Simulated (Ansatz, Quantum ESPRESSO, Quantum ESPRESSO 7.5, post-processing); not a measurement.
# 1 layers of Ni in Li(100), on the host's sites: ballistic transmission

How well does the junction conduct in the ballistic limit? It is: 1 layers of Ni in Li(100), on the host's sites.

Method: plane-wave DFT, LDA, GBRV ultrasoft pseudopotentials (cross-check by Ansatz 0.2.0 with PAW datasets), in Quantum ESPRESSO 7.5.

This is a report of a sequence of runs, with most program output left out.

**1. Set-up**

The cell holds 18 atoms: 17 Li and 1 Ni. Its edges and angles: a = 3.440 Å, b = 3.440 Å, c = 30.161 Å, α = 90.0°, β = 90.0°, γ = 90.0°. It derives from Li. Regions: left lead, 8 atoms (8 Li); channel, 2 atoms (1 Ni and 1 Li); right lead, 8 atoms (8 Li). The structure is stacked along c, and the current runs across the ab planes.

**2. Self-consistent run**

One periodic cell holds a stretch of lead, the junction and more lead; the atoms stay as built.

The input, scf.in:

```
&control
  prefix = 'scf'
  outdir = './out'
  pseudo_dir = './pseudo'
  calculation = 'scf'
  tprnfor = .true.
/
&system
  ibrav = 0
  nat = 18
  ntyp = 2
  ecutwfc = 40
  ecutrho = 200
  occupations = 'smearing'
  smearing = 'mv'
  degauss = 0.01
  nspin = 2
  starting_magnetization(2) = 0.12
/
&electrons
  conv_thr = 1e-07
  mixing_beta = 0.25
  electron_maxstep = 120
  mixing_mode = 'local-TF'
/
ATOMIC_SPECIES
  Li  6.9400  li_lda_v1.4.uspp.F.UPF
  Ni  58.6934  ni_lda_v1.4.uspp.F.UPF
CELL_PARAMETERS angstrom
  3.44000000000000 0.00000000000000 0.00000000000000
  0.00000000000000 3.44000000000000 0.00000000000000
  0.00000000000000 0.00000000000000 30.16140616549486
ATOMIC_POSITIONS crystal
  Li  0.000000000000 0.000000000000 0.000000000000
  Li  0.500000000000 0.500000000000 0.057026518942
  Li  0.000000000000 0.000000000000 0.114053037883
  Li  0.500000000000 0.500000000000 0.171079556825
  Li  0.000000000000 0.000000000000 0.228106075766
  Li  0.500000000000 0.500000000000 0.285132594708
  Li  0.000000000000 0.000000000000 0.342159113649
  Li  0.500000000000 0.500000000000 0.399185632591
  Ni  0.000000000000 0.000000000000 0.442973481058
  Li  0.500000000000 0.500000000000 0.486761329526
  Li  0.000000000000 0.000000000000 0.543787848468
  Li  0.500000000000 0.500000000000 0.600814367409
  Li  0.000000000000 0.000000000000 0.657840886351
  Li  0.500000000000 0.500000000000 0.714867405292
  Li  0.000000000000 0.000000000000 0.771893924234
  Li  0.500000000000 0.500000000000 0.828920443175
  Li  0.000000000000 0.000000000000 0.885946962117
  Li  0.500000000000 0.500000000000 0.942973481058
K_POINTS automatic
  7 7 1 0 0 0
```

Run with:

```sh
OMP_NUM_THREADS=1 mpirun -n 2 pw.x -nk 2 -in scf.in > scf.out
```

Run time: 17 min. Hardware: 2 MPI ranks of Arm Neoverse N1, shared host; peak memory 0.8 GiB; 34 min of CPU time.

Numbers from this step:

- free energy: -7974.5346 eV
- Fermi energy: 1.239 eV
- absolute magnetization: 0.01 μB

The program's own clock; routines nest. Time by routine:

```
     routine  wall time (s)   calls
       PWSCF           1022       1
   electrons           1005       1
     c_bands          777.7      61
     cegterg          729.4     610
       h_psi          556.3    2243
        fftw          477.1  141172
    vloc_psi          422.7    2243
    sum_band          176.6      61
      calbec          96.91    2893
h_psi:calbec          66.65    2243
  add_vuspsi          65.77    2243
       s_psi          65.35    2243
        newd          27.04      62
     mix_rho          18.13      61
```

The run needed 61 iterations to bring the estimated error under 1e-07 Ry; the largest force on any atom, held or free, is 0.39 eV/Å. The starting moments died out.

**3. Transmission with pwcond.x, spin up**

prefixt takes both regions from one run: the lead from 0 to bdl, the scattering region from bdl to bds (units of alat). ikind = 1 puts the same lead on both sides. The program's T_tot counts both spins in a run without spin; the tables below give T per spin.

The input, cond_up.in:

```
&inputcond
  outdir = './out'
  prefixt = 'scf'
  tran_file = 'cond_up.dat'
  bdl = 2.0000000000
  bds = 8.7678506308
  ikind = 1
  ewind = 4.0
  epsproj = 1e-05
  nz1 = 7
  iofspin = 1
  energy0 = 0.4
  denergy = -0.4
/
15
  0.00000000 0.00000000 0.01562500
  0.00000000 0.12500000 0.06250000
  0.00000000 0.25000000 0.06250000
  0.00000000 0.37500000 0.06250000
  0.00000000 0.50000000 0.03125000
  0.12500000 0.12500000 0.06250000
  0.12500000 0.25000000 0.12500000
  0.12500000 0.37500000 0.12500000
  0.12500000 0.50000000 0.06250000
  0.25000000 0.25000000 0.06250000
  0.25000000 0.37500000 0.12500000
  0.25000000 0.50000000 0.06250000
  0.37500000 0.37500000 0.06250000
  0.37500000 0.50000000 0.06250000
  0.50000000 0.50000000 0.01562500
3
```

Run with:

```sh
OMP_NUM_THREADS=1 mpirun -n 2 pwcond.x -in cond_up.in > cond_up.out
```

The job ended after 2 min (2 MPI ranks; peak memory 0.21 GiB).

Numbers from this step:

| Item | Value |
| --- | --- |
| lead channels, spin up | 1.203 |
| transmission at the Fermi level, spin up | 0.7676 |

Per spin; mean over the k mesh across the current. Table of open channels, zone mean, up by energy, zero at the Fermi level:

| energy (eV) | open channels, zone mean, up |
| --- | --- |
| -0.400 | 1.08 |
| 0.000 | 1.20 |
| 0.400 | 1.36 |

Per spin; mean over the k mesh across the current. The transmission, zone mean, up by energy, zero at the Fermi level:

```csv
energy (eV),"transmission, zone mean, up"
-0.400,0.503
0.000,0.768
0.400,0.813
```

At 0.000 eV; k in fractions of b1, b2. Transmission by k point:

```
   k1     k2   weight    t_up  channels
    0      0  0.01562  0.9244         1
    0  0.125   0.0625  0.9669         1
    0   0.25   0.0625  0.9941         1
    0  0.375   0.0625  0.7522         1
    0    0.5  0.03125  0.8248         2
0.125  0.125   0.0625  0.9963         1
0.125   0.25    0.125  0.9317         1
0.125  0.375    0.125  0.5839         1
0.125    0.5   0.0625  0.9083         2
 0.25   0.25   0.0625   0.595         1
 0.25  0.375    0.125  0.2914         1
 0.25    0.5   0.0625   1.155         2
0.375  0.375   0.0625  0.2262         1
0.375    0.5   0.0625   1.431         2
  0.5    0.5  0.01562       0         0
```

At no point does T exceed the number of channels.

**4. The open system, spin down**

cond_dn.in, as its differences from the input of step 3:

```diff
@@ -3,3 +3,3 @@
   prefixt = 'scf'
-  tran_file = 'cond_up.dat'
+  tran_file = 'cond_dn.dat'
   bdl = 2.0000000000
@@ -10,3 +10,3 @@
   nz1 = 7
-  iofspin = 1
+  iofspin = 2
   energy0 = 0.4
```

Run with:

```sh
OMP_NUM_THREADS=1 mpirun -n 2 pwcond.x -in cond_dn.in > cond_dn.out
```

The job ended after 2 min (2 MPI ranks; peak memory 0.21 GiB; 4 min of CPU time).

This step gave:

```
lead channels, spin down                   : 1.203
transmission at the Fermi level, spin down : 0.7632
```

Per spin; mean over the k mesh across the current. Open channels, zone mean, down against energy, zero at the Fermi level:

| energy (eV) | open channels, zone mean, down |
| --- | --- |
| -0.400 | 1.08 |
| 0.000 | 1.20 |
| 0.400 | 1.36 |

Per spin; mean over the k mesh across the current. The transmission, zone mean, down by energy, zero at the Fermi level:

```
energy (eV)  transmission, zone mean, down
     -0.400                          0.501
      0.000                          0.763
      0.400                          0.813
```

At 0.000 eV; k in fractions of b1, b2. Transmission by k point:

| k1 | k2 | weight | t_dn | channels |
| --- | --- | --- | --- | --- |
| 0 | 0 | 0.01562 | 0.9236 | 1 |
| 0 | 0.125 | 0.0625 | 0.9665 | 1 |
| 0 | 0.25 | 0.0625 | 0.9942 | 1 |
| 0 | 0.375 | 0.0625 | 0.7528 | 1 |
| 0 | 0.5 | 0.03125 | 0.8228 | 2 |
| 0.125 | 0.125 | 0.0625 | 0.9962 | 1 |
| 0.125 | 0.25 | 0.125 | 0.9317 | 1 |
| 0.125 | 0.375 | 0.125 | 0.5833 | 1 |
| 0.125 | 0.5 | 0.0625 | 0.9005 | 2 |
| 0.25 | 0.25 | 0.0625 | 0.5939 | 1 |
| 0.25 | 0.375 | 0.125 | 0.2904 | 1 |
| 0.25 | 0.5 | 0.0625 | 1.129 | 2 |
| 0.375 | 0.375 | 0.0625 | 0.2255 | 1 |
| 0.375 | 0.5 | 0.0625 | 1.399 | 2 |
| 0.5 | 0.5 | 0.01562 | 0 | 0 |

**5. Both spins together**

Numbers from this step:

```
conductance       : 0.7654 G₀
spin polarisation : 0.002912
```

Per spin; mean over the k mesh across the current. The transmission, zone mean by energy, zero at the Fermi level:

```
energy (eV)     up   down
     -0.400  0.503  0.501
      0.000  0.768  0.763
      0.400  0.813  0.813
```

**6. The open system, spin up, with ewind = 6.0 and epsproj = 1e-07**

How much does a setting matter? One run is repeated with a change.

cond_up.w.in, as its differences from the input of step 3:

```diff
@@ -3,3 +3,3 @@
   prefixt = 'scf'
-  tran_file = 'cond_up.dat'
+  tran_file = 'cond_up.w.dat'
   bdl = 2.0000000000
@@ -7,4 +7,4 @@
   ikind = 1
-  ewind = 4.0
-  epsproj = 1e-05
+  ewind = 6.0
+  epsproj = 1e-07
   nz1 = 7
```

Run with:

```sh
OMP_NUM_THREADS=1 mpirun -n 2 pwcond.x -in cond_up.w.in > cond_up.w.out
```

Elapsed: 6.7 min, on 2 MPI ranks; peak memory 0.23 GiB; 13 min of CPU time.

Beside the run it was changed from:

```
                                quantity  this run  unchanged run  difference
transmission at the Fermi level, spin up    0.7762         0.7676      0.0086
                           wall time (s)       404            122
```

Over all energies T moves by up to 0.0086, at 0 eV.

The physical values in this table move by up to 1.1 %.

**7. The same in Ansatz**

As a check, the same structure is run in Ansatz.

Level of this step: plane-wave DFT, LDA, Ansatz PAW (Ansatz 0.2.0).

The input, input.yaml:

```yaml
crystal:
  lattice:
    - [3.44, 0.0, 0.0]
    - [0.0, 3.44, 0.0]
    - [0.0, 0.0, 30.1614061655]
  atoms:
    - { symbol: Li, position: [0.0, 0.0, 0.0] }
    - { symbol: Li, position: [0.5, 0.5, 0.0570265189] }
    - { symbol: Li, position: [0.0, 0.0, 0.1140530379] }
    - { symbol: Li, position: [0.5, 0.5, 0.1710795568] }
    - { symbol: Li, position: [0.0, 0.0, 0.2281060758] }
    - { symbol: Li, position: [0.5, 0.5, 0.2851325947] }
    - { symbol: Li, position: [0.0, 0.0, 0.3421591136] }
    - { symbol: Li, position: [0.5, 0.5, 0.3991856326] }
    - { symbol: Ni, position: [0.0, 0.0, 0.4429734811], spin: 0.7 }
    - { symbol: Li, position: [0.5, 0.5, 0.4867613295] }
    - { symbol: Li, position: [0.0, 0.0, 0.5437878485] }
    - { symbol: Li, position: [0.5, 0.5, 0.6008143674] }
    - { symbol: Li, position: [0.0, 0.0, 0.6578408864] }
    - { symbol: Li, position: [0.5, 0.5, 0.7148674053] }
    - { symbol: Li, position: [0.0, 0.0, 0.7718939242] }
    - { symbol: Li, position: [0.5, 0.5, 0.8289204432] }
    - { symbol: Li, position: [0.0, 0.0, 0.8859469621] }
    - { symbol: Li, position: [0.5, 0.5, 0.9429734811] }
magnetization:
  spin_polarized: true
kpoints:
  mp_grid: { grid: [7, 7, 1] }
hamiltonian:
  xc: lda
scf:
  occupations: { method: fermi_dirac, width: 0.1 }
  convergence: { dr2_threshold: 1.0e-08 }
output:
  transmission: { leads: [[0, 2]], e_range: [-0.4, 0.4], de: 0.4, kmesh: [8, 8] }
  write_potential: true
  write_density: true
  volumetric_format: npy
  elf: true
```

Run with:

```sh
ansatz run input.yaml --threads 2 --pin off --max-ram 4096MiB --backend cpu --events-out ev --progress --plain --runs-dir out
```

It took 2.1 min on 2 threads; peak memory 0.77 GiB.

Numbers from this step:

| Item | Value |
| --- | --- |
| free energy | -9200.1655 eV |
| energy at zero smearing | -9199.9921 eV |
| smearing term TS | 0.3468 eV |
| Fermi energy | 1.329 eV |
| symmetry operations | 16 |
| transmission at the Fermi level, spin up | 0.8556 |
| transmission at the Fermi level, spin down | 0.8556 |
| step of the lead's Hamiltonian over a period | 6 meV |

Per spin; mean over the k mesh across the current. The transmission, zone mean, up = down by energy, zero at the Fermi level:

```csv
energy (eV),"transmission, zone mean, up = down"
-0.400,0.506
0.000,0.856
0.400,0.818
```

Per spin; mean over the k mesh across the current. Table of open channels, zone mean, up = down by energy, zero at the Fermi level:

```csv
energy (eV),"open channels, zone mean, up = down"
-0.400,1.08
0.000,1.20
0.400,1.36
```

ELF in the ca plane at fractional y = 0.000, with atoms of Li and Ni within 0.2 Å of it. It is the smooth field of the valence electrons, not physical close to the nuclei.

Values in units of 1e-1, 5 rows by 16 columns, each cell a mean:
```
5.7 2.3 4.7 3.3 4.9 3.7 2.2 3.1 3.1 2.6 3.1 3.2 2.6 6.0 2.3 4.6
6.3 5.1 2.8 5.6 6.4 3.2 3.3 3.8 2.2 2.5 4.1 2.8 4.1 6.5 4.9 2.9
6.4 6.4 6.0 6.3 6.6 6.1 5.1 4.1 3.3 3.4 4.3 5.3 6.4 6.5 6.2 6.0
6.2 4.1 1.5 5.0 6.1 1.9 2.3 3.6 2.0 2.2 3.9 1.7 2.8 6.5 3.9 1.6
5.4 2.3 7.0 2.9 4.6 5.4 2.9 2.9 3.9 3.0 2.8 4.7 3.5 5.8 2.3 6.9
```
Columns run along c (16.0 Å, from fractional 0.16 to 0.69 of the cell), rows up along a (3.4 Å). Atoms in or near the plane, at fractional coordinates: Li at (0.23, 0.00), Li at (0.34, 0.00), Ni at (0.44, 0.00), Li at (0.54, 0.00), Li at (0.66, 0.00).

Valence density in the ca plane at fractional y = 0.000, with atoms of Li and Ni within 0.2 Å of it. It is the smooth field of the valence electrons, not physical close to the nuclei.

Ten steps, logarithmic in the rise over the least value, from '0' (0 e/Å³) to '9' (45 e/Å³), each cell a mean:
```
00000353000000144100003786200002540000000452
00000000000000000000001343100000000000000000
00000000000000000000000000000000000000000000
00000000000000000000000000000000000000000000
00000000000000000000000000000000000000000000
00000000000000000000000000000000000000000000
00000000000000000000000121000000000000000000
00000131000000022000002565100000220000000221
00000464000000255200004897300003651000001563
```
Columns run along c (16.0 Å, from fractional 0.16 to 0.69 of the cell), rows up along a (3.4 Å). Atoms in or near the plane, at fractional coordinates: Li at (0.23, 0.00), Li at (0.34, 0.00), Ni at (0.44, 0.00), Li at (0.54, 0.00), Li at (0.66, 0.00).

**8. All levels side by side**

All levels:

| step | T at the Fermi level (sum over the spins) | conductance (G0) | r.m.s. T(E) from the first | CPU time of the step (s) | peak memory (GiB) |
| --- | --- | --- | --- | --- | --- |
| Ansatz | 1.711 | - | 0 | 240.1 | 0.767 |
| pwcond | 1.531 | 0.7654 | 0.1044 | 485.9 | - |

Sum over both spins; mean over the k mesh across the current. Table of transmission, zone mean by energy, zero at the Fermi level:

```csv
energy (eV),Ansatz,pwcond
-0.400,1.01,1.00
0.000,1.71,1.53
0.400,1.64,1.63
```

**9. Worked from the printed numbers**

G = 0.765 × 77.48 µS = 59.3 µS a cell. Times the area of 11.834 Å², the resistance-area product is A/G = 2.00 fΩ m², the leads' contact resistance included.

**10. Results**

* conductance from T at the Fermi level, a cell (G₀ = 2e²/h): 0.765 G₀
* conductance per area: 501 S/μm²
* spin polarisation of the transmission: 0.00
* the same conductance by Ansatz: 0.856 G₀

What this shows: The junction conducts 0.765 G₀ a cell at the Fermi level (LDA, GBRV ultrasoft). At the Fermi level the junction passes 64 % of what the leads offer. At the Fermi level pwcond and Ansatz differ by 11 %. The mean rests on 15 distinct points, the heaviest weighing 0.12, and the mesh was not tested, so even the second digit is unsure. Over -0.4 to 0.4 eV, T lies between 0.50 and 0.81 for spin up and 0.50 and 0.81 for spin down. The geometry is as built, not relaxed, and the leads are short.

[Logs are printed without paths, hosts, clocks, repeated set-up lines and the standing remarks that a program may print on its own settings, such as how far it seeks lower states.]

[Hosts, paths, dates, database ids (printed as entryN), source tags and the programs' standing remarks are cut or masked in the printed files.]

[Maps of the electrostatic potential energy from Ansatz leave out the sawtooth potential of an applied field or a dipole correction, so their vacuum need not be flat; planar profiles and work functions include it.]
